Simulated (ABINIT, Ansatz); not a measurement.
# Converging GW for CsSrF3 (Pm-3m) in ABINIT

Aim: raise bands and screening cutoff together for CsSrF3 (Pm-3m) and follow gap and time.

Calculated with ABINIT 10.8.3; LDA and many-body steps on it, plane waves.

### 1. The structure

Symmetry: Pm-3m, No. 221, cubic system. Conventional cell: a = 4.763 Å, b = 4.763 Å, c = 4.763 Å, α = 90.00°, β = 90.00°, γ = 90.00°. Nearest to Cs lie 12 F at 3.37 Å. Sr has 6 F at 2.38 Å nearest. F has 2 Sr at 2.38 Å and 4 Cs at 3.37 Å nearest. Farther neighbours and most contacts between anions are not listed.

The cell and positions are those that the Materials Project relaxed with its own functionals (PBE, PBE+U or r2SCAN), kept fixed. Spin-orbit coupling is left out unless a step names it.

### 2. Empty states on the mesh, 2×2×2 mesh, 213 bands

This step: ABINIT 10.8.3; DFT, LDA, plane waves, norm-conserving pseudopotentials.

The sums over transitions need many empty states on a uniform mesh; this step solves for them.

The input, run.abi:

```
acell 3*1.0 Angstrom
rprim 
  4.763247010000 0.000000000000 0.000000000000
  0.000000000000 4.763247010000 0.000000000000
  0.000000000000 0.000000000000 4.763247010000
ntypat 3
znucl 55 38 9
natom 5
typat 1 2 3 3 3
xred 
  0.000000000000 0.000000000000 0.000000000000
  0.500000000000 0.500000000000 0.500000000000
  0.000000000000 0.500000000000 0.500000000000
  0.500000000000 0.000000000000 0.500000000000
  0.500000000000 0.500000000000 0.000000000000
pp_dirpath "pseudos"
pseudos "Cs.upf, Sr.upf, F.upf"
ecut 36
ngkpt 2 2 2
nshiftk 1
shiftk 0 0 0
kptopt 1
chksymbreak 0
iscf -2
irdden 1
istwfk *1
nband 213
nbdbuf 18
tolwfr 1e-09
nstep 60
prtvol 0
indata_prefix "in"
outdata_prefix "out"
tmpdata_prefix "tmp"
```

Launch:

```sh
> OMP_NUM_THREADS=1 mpirun -n 4 abinit run.abi > log
```

Numbers of over 12 decimals in the logs are rounded to 6 here.

The program printed:

```text
.Version 10.8.3 of ABINIT. v10.8.2 released Aug 2026.

 Symmetries : space group Pm -3 m (#221); Bravais cP (primitive cubic)
[... echo of the input left out ...]
== DATASET  1 ==================================================================
-   mpi_nproc: 4, omp_nthreads: 1 (-1 if OMP is not activated)

--- !DatasetInfo
iteration_state: {dtset: 1, }
dimensions: {natom: 5, nkpt: 4, mband: 213, nsppol: 1, nspinor: 1, nspden: 1, mpw: 7568, }
cutoff_energies: {ecut:  36.0, pawecutdg:  -1.0, }
[...]
2.74315    2.74537    2.82045    2.82045    2.82045    2.83230    2.83230    2.83230
   2.86758    2.86758    2.86758    2.90292    2.90292    2.90293    2.90766    2.90766
   2.95659    2.95730    2.95947    2.97235    2.97271
 prteigrs : prtvol=0 or 1, do not print more k-points.

== END DATASET(S) ==============================================================
================================================================================

 -outvars: echo values of variables after computation  --------
            nband         213
             nkpt           4
          spgroup         221
 [... the other variables as echoed above ...]

 Calculation completed.
```

It took 2.7 min on 4 MPI ranks of Intel Xeon Platinum 8259CL at 2.50GHz (Skylake/Cascade Lake), shared host; peak memory 0.51 GiB.

Numbers from this step:

```
gap                                                           : 6.076 eV
k of the valence top                                          : 0, 0, 0
k of the conduction bottom                                    : 0, 0, 0
least direct gap                                              : 6.076 eV
k points computed                                             : 4
lowest point of the top converged band, above the valence top : 75.5916 eV
```

On this mesh the gap is 6.076 eV.

The density comes from a self-consistent run that is not shown.

### 3. Screening, 2×2×2 mesh, 41 bands, screening to 62.6 eV

The RPA dielectric matrix is built and inverted for each q.

This step: RPA screening on LDA, plane waves, norm-conserving pseudopotentials.

Changes to run.abi since step 2:

```diff
@@ -23,10 +23,11 @@
 chksymbreak 0
-iscf -2
-irdden 1
 istwfk *1
-nband 213
-nbdbuf 18
-tolwfr 1e-09
-nstep 60
-prtvol 0
+occopt 1
+irdwfk 1
+optdriver 3
+nband 41
+ecuteps 2.3
+inclvkb 2
+awtr 1
+symchi 1
 indata_prefix "in"
```

The program printed:

```text
.Version 10.8.3 of ABINIT. v10.8.2 released Aug 2026.

 Symmetries : space group Pm -3 m (#221); Bravais cP (primitive cubic)
[... echo of the input left out ...]
== DATASET  1 ==================================================================
-   mpi_nproc: 4, omp_nthreads: 1 (-1 if OMP is not activated)

--- !DatasetInfo
iteration_state: {dtset: 1, }
dimensions: {natom: 5, nkpt: 4, mband: 41, nsppol: 1, nspinor: 1, nspden: 1, mpw: 7568, }
cutoff_energies: {ecut:  36.0, pawecutdg:  -1.0, }
electrons: {nelect:   4.00000000E+01, charge:   0.00000000E+00, occopt:   1.00000000E+00, tsmear:   1.00000000E-02, }

 SCREENING: Calculation of the susceptibility and dielectric matrices

 Based on a program developped by R.W. Godby, V. Olevano, G. Onida, and L. Reining.
 Incorporated in ABINIT by V. Olevano, G.-M. Rignanese, and M. Torrent.
.Using double precision arithmetic ; gwpc =  8

[... cell and pseudopotentials left out ...]
--------------------------------------------------------------------------------

 ==== K-mesh for the wavefunctions ====
 Number of points in the irreducible wedge :     4
[... list of points left out ...]
 Together with 48 symmetry operations and time-reversal symmetry
 yields     8 points in the full Brillouin Zone.

 ==== Q-mesh for the screening function ====
 Number of points in the irreducible wedge :     4
[... list of points left out ...]
 Together with 48 symmetry operations and time-reversal symmetry
 yields     8 points in the full Brillouin Zone.

 setmesh: FFT mesh size selected  =    32x   32x   32
          total number of points  =        32768

 vcoul_init : cutoff-mode = AUXILIARY_FUNCTION
 q-points for optical limit:   1
     1)      0.000010    0.000020    0.000030

- screening: taking advantage of time-reversal symmetry
- Maximum band index for partially occupied states nbvw = 20
- Remaining bands to be divided among processors   nbcw = 21
- Number of bands treated by each node ~5

 Number of electrons calculated from density =   40.0000; Expected =   40.0000
 average of density, n =  0.054847
 r_s =    1.6327
 omega_plasma =   22.5909 [eV]

 calculating chi0 at frequencies [eV] :
  1    0.000000E+00    0.000000E+00
  2    0.000000E+00    2.259085E+01

--------------------------------------------------------------------------------
  q-point number  1        q = ( 0.000000, 0.000000, 0.000000) [r.l.u.]
--------------------------------------------------------------------------------
[... chi0 elements left out ...]
 For q-point:  0.000010 0.000020 0.000030
  dielectric constant =   2.1668
  dielectric constant without local fields =   2.3588

  Average fulfillment of the sum rule on Im[epsilon] for q-point    1 :     21.46  [%]
[... wings left out ...]
  q-point number  2        q = ( 0.500000, 0.000000, 0.000000) [r.l.u.]
--------------------------------------------------------------------------------
[... chi0 elements left out ...]
  Average fulfillment of the sum rule on Im[epsilon] for q-point    2 :     31.15  [%]

 [... 2 further q-points ...]
```

The job ended after 14 s (4 MPI ranks; peak memory 0.8 GiB).

This step gave:

- ε∞ with local fields, on this mesh, along the program's q direction: 2.167
- the same without local fields: 2.359
- plasma frequency: 22.59 eV
- plane waves in the screening matrix: 123

Local fields lower ε∞ by 8 %. On a Γ-centred mesh this coarse the value itself is usually too large, while a short band sum pulls it down.

### 4. 41 bands, 62.6 eV

The self-energy is evaluated for the states that the input lists, and the levels follow from it, in one-shot runs by the linearised quasiparticle equation.

This step: G0W0 on LDA, plane waves, norm-conserving pseudopotentials.

Changes to run.abi since step 3:

```diff
@@ -26,8 +26,15 @@
 irdwfk 1
-optdriver 3
+optdriver 4
 nband 41
+gwcalctyp 0
+ecutsigx 36
+symsigma 1
+nkptgw 1
+kptgw 
+  0.0000000000 0.0000000000 0.0000000000
+bdgw 
+  18 23
 ecuteps 2.3
-inclvkb 2
-awtr 1
-symchi 1
+irdscr 1
+ppmodel 1
 indata_prefix "in"
```

The program printed:

```text
.Version 10.8.3 of ABINIT. v10.8.2 released Aug 2026.

 Symmetries : space group Pm -3 m (#221); Bravais cP (primitive cubic)
[... echo of the input left out ...]
== DATASET  1 ==================================================================
-   mpi_nproc: 4, omp_nthreads: 1 (-1 if OMP is not activated)

--- !DatasetInfo
iteration_state: {dtset: 1, }
dimensions: {natom: 5, nkpt: 4, mband: 41, nsppol: 1, nspinor: 1, nspden: 1, mpw: 7568, }
cutoff_energies: {ecut:  36.0, pawecutdg:  -1.0, }
electrons: {nelect:   4.00000000E+01, charge:   0.00000000E+00, occopt:   1.00000000E+00, tsmear:   1.00000000E-02, }

 SIGMA: Calculation of the GW corrections

 Based on a program developped by R.W. Godby, V. Olevano, G. Onida, and L. Reining.
 Incorporated in ABINIT by V. Olevano, G.-M. Rignanese, and M. Torrent.
.Using double precision arithmetic ; gwpc =  8

[... cell and pseudopotentials left out ...]
--------------------------------------------------------------------------------

 ==== K-mesh for the wavefunctions ====
 Number of points in the irreducible wedge :     4
[... list of points left out ...]
 Together with 48 symmetry operations and time-reversal symmetry
 yields     8 points in the full Brillouin Zone.

 ==== Q-mesh for screening function ====
 Number of points in the irreducible wedge :     4
[... list of points left out ...]
 Together with 48 symmetry operations and time-reversal symmetry
 yields     8 points in the full Brillouin Zone.

 vcoul_init : cutoff-mode = AUXILIARY_FUNCTION
 q-points for optical limit:   1
     1)      0.000010    0.000020    0.000030
 setmesh: FFT mesh size selected  =    50x   50x   50
          total number of points  =       125000

 Number of electrons calculated from density =   40.0000; Expected =   40.0000
 average of density, n =  0.054847
 r_s =    1.6327
 omega_plasma =   22.5909 [eV]

 === KS Band Gaps ===
  >>>> For spin  1
   Minimum direct gap =   6.0761 [eV], located at k-point      :   0.0000  0.0000  0.0000
   Fundamental gap    =   6.0761 [eV], Top of valence bands at :   0.0000  0.0000  0.0000
                                       Bottom of conduction at :   0.0000  0.0000  0.0000
 SIGMA fundamental parameters:
 PLASMON POLE MODEL  1
 number of plane-waves for SigmaX                 7497
 number of plane-waves for SigmaC and W            123
 number of plane-waves for wavefunctions          7497
 number of bands                                    41
 number of independent spin polarizations            1
 number of spinorial components                      1
 number of k-points in IBZ                           4
 number of q-points in IBZ                           4
 number of symmetry operations                      48
 number of k-points in BZ                            8
 number of q-points in BZ                            8
 number of frequencies for dSigma/dE                 9
 frequency step for dSigma/dE [eV]                0.25
 number of omega for Sigma on real axis              0
 max omega for Sigma on real axis  [eV]           0.00
 zcut for avoiding poles [eV]                     0.10

 EPSILON^-1 parameters (SCR file):
 dimension of the eps^-1 matrix on file            123
 dimension of the eps^-1 matrix used               123
 number of plane-waves for wavefunctions          7497
 number of bands                                    41
 number of q-points in IBZ                           4
 number of frequencies                               2
 number of real frequencies                          1
 number of imag frequencies                          1

 matrix elements of self-energy operator (all in [eV])

 Perturbative Calculation

--- !SelfEnergy_ee
iteration_state: {dtset: 1, }
kpoint     : [   0.000,    0.000,    0.000, ]
spin       : 1
KS_gap     :    6.076
QP_gap     :   10.489
Delta_QP_KS:    4.412
data: !SigmaeeData |
     Band     E0 <VxcDFT>   SigX SigC(E0)      Z dSigC/dE  Sig(E)    E-E0       E
       18  -0.049 -22.169 -29.627   4.829   0.793  -0.261 -24.254  -2.085  -2.134
       19  -0.049 -22.169 -29.627   4.829   0.793  -0.261 -24.254  -2.085  -2.134
       20  -0.049 -22.169 -29.627   4.829   0.793  -0.261 -24.254  -2.085  -2.134
       21   6.027  -8.532  -3.827  -2.108   0.896  -0.116  -6.204   2.327   8.355
       22   7.583  -8.104  -3.462  -1.989   0.894  -0.119  -5.733   2.371   9.954
       23   7.583  -8.104  -3.462  -1.989   0.894  -0.119  -5.733   2.371   9.954

== END DATASET(S) ==============================================================
================================================================================

 -outvars: echo values of variables after computation  --------
           etotal      0.0000000000E+00
            nband          41
             nkpt           4
          spgroup         221
 [... the other variables as echoed above ...]

 Calculation completed.
```

The job ended after 9 s (4 MPI ranks; peak memory 0.34 GiB).

Numbers from this step:

```
G0W0 gap on the points computed              : 10.49 eV
starting gap on the mesh                     : 6.076 eV
k of the valence top                         : 0, 0, 0
k of the conduction bottom                   : 0, 0, 0
Z at the valence top                         : 0.793
Z at the conduction bottom                   : 0.896
least direct G0W0 gap on the computed points : 10.49 eV
```

The gap on the mesh goes from 6.08 eV to 10.49 eV, a correction of +4.41 eV.

### 5. Screening, 2×2×2 mesh, 91 bands, screening to 114.3 eV

This step: RPA screening on LDA, plane waves, norm-conserving pseudopotentials.

Changes to run.abi since step 4:

```diff
@@ -26,15 +26,8 @@
 irdwfk 1
-optdriver 4
-nband 41
-gwcalctyp 0
-ecutsigx 36
-symsigma 1
-nkptgw 1
-kptgw 
-  0.0000000000 0.0000000000 0.0000000000
-bdgw 
-  18 23
-ecuteps 2.3
-irdscr 1
-ppmodel 1
+optdriver 3
+nband 91
+ecuteps 4.2
+inclvkb 2
+awtr 1
+symchi 1
 indata_prefix "in"
```

The program printed:

```text
.Version 10.8.3 of ABINIT. v10.8.2 released Aug 2026.

 Symmetries : space group Pm -3 m (#221); Bravais cP (primitive cubic)
[... echo of the input left out ...]
== DATASET  1 ==================================================================
-   mpi_nproc: 4, omp_nthreads: 1 (-1 if OMP is not activated)

--- !DatasetInfo
iteration_state: {dtset: 1, }
dimensions: {natom: 5, nkpt: 4, mband: 91, nsppol: 1, nspinor: 1, nspden: 1, mpw: 7568, }
cutoff_energies: {ecut:  36.0, pawecutdg:  -1.0, }
electrons: {nelect:   4.00000000E+01, charge:   0.00000000E+00, occopt:   1.00000000E+00, tsmear:   1.00000000E-02, }

 SCREENING: Calculation of the susceptibility and dielectric matrices

 Based on a program developped by R.W. Godby, V. Olevano, G. Onida, and L. Reining.
 Incorporated in ABINIT by V. Olevano, G.-M. Rignanese, and M. Torrent.
.Using double precision arithmetic ; gwpc =  8

[... cell and pseudopotentials left out ...]
--------------------------------------------------------------------------------

 ==== K-mesh for the wavefunctions ====
 Number of points in the irreducible wedge :     4
[... list of points left out ...]
 Together with 48 symmetry operations and time-reversal symmetry
 yields     8 points in the full Brillouin Zone.

 ==== Q-mesh for the screening function ====
 Number of points in the irreducible wedge :     4
[... list of points left out ...]
 Together with 48 symmetry operations and time-reversal symmetry
 yields     8 points in the full Brillouin Zone.

 setmesh: FFT mesh size selected  =    36x   36x   36
          total number of points  =        46656

 vcoul_init : cutoff-mode = AUXILIARY_FUNCTION
 q-points for optical limit:   1
     1)      0.000010    0.000020    0.000030

- screening: taking advantage of time-reversal symmetry
- Maximum band index for partially occupied states nbvw = 20
- Remaining bands to be divided among processors   nbcw = 71
- Number of bands treated by each node ~17

 Number of electrons calculated from density =   40.0000; Expected =   40.0000
 average of density, n =  0.054847
 r_s =    1.6327
 omega_plasma =   22.5909 [eV]

 calculating chi0 at frequencies [eV] :
  1    0.000000E+00    0.000000E+00
  2    0.000000E+00    2.259085E+01

--------------------------------------------------------------------------------
  q-point number  1        q = ( 0.000000, 0.000000, 0.000000) [r.l.u.]
--------------------------------------------------------------------------------
[... chi0 elements left out ...]
 For q-point:  0.000010 0.000020 0.000030
  dielectric constant =   2.2680
  dielectric constant without local fields =   2.5149

  Average fulfillment of the sum rule on Im[epsilon] for q-point    1 :     45.82  [%]
[... wings left out ...]
  q-point number  2        q = ( 0.500000, 0.000000, 0.000000) [r.l.u.]
--------------------------------------------------------------------------------
[... chi0 elements left out ...]
  Average fulfillment of the sum rule on Im[epsilon] for q-point    2 :     54.33  [%]

 [... 2 further q-points ...]
```

The job ended after 34 s (4 MPI ranks; peak memory 1.2 GiB).

This step gave:

```
ε∞ with local fields, on this mesh, along the program's q direction : 2.268
the same without local fields                                       : 2.515
plasma frequency                                                    : 22.59 eV
plane waves in the screening matrix                                 : 305
```

(Part 1 of 2 ends here.)

[Paths, hosts, dates, memory and timing lines, banners, echoed tables and standing remarks are left out of the program output.]

[Logs are printed without paths, hosts, clocks, repeated set-up lines and the standing remarks that a program may print on its own settings, such as how far it seeks lower states.]

[Runs of the session that timed out or met a known fault of the program may be left out.]

[No measured gap is set beside runs whose start may be inverted or whose files or cutoffs have a known fault.]

[Hosts, paths, dates, database ids (printed as entryN), source tags and the programs' standing remarks are cut or masked in the printed files.]

[G0W0 gaps are taken among the corrected bands and points alone; a level outside them can change the order at an edge.]

[Where Ansatz stands beside ABINIT at settings called matched, ABINIT's density can come from a denser mesh and the files from another edition; pairs whose starting gaps differed by over 0.03 eV were left out, so agreement reads better than it is.]
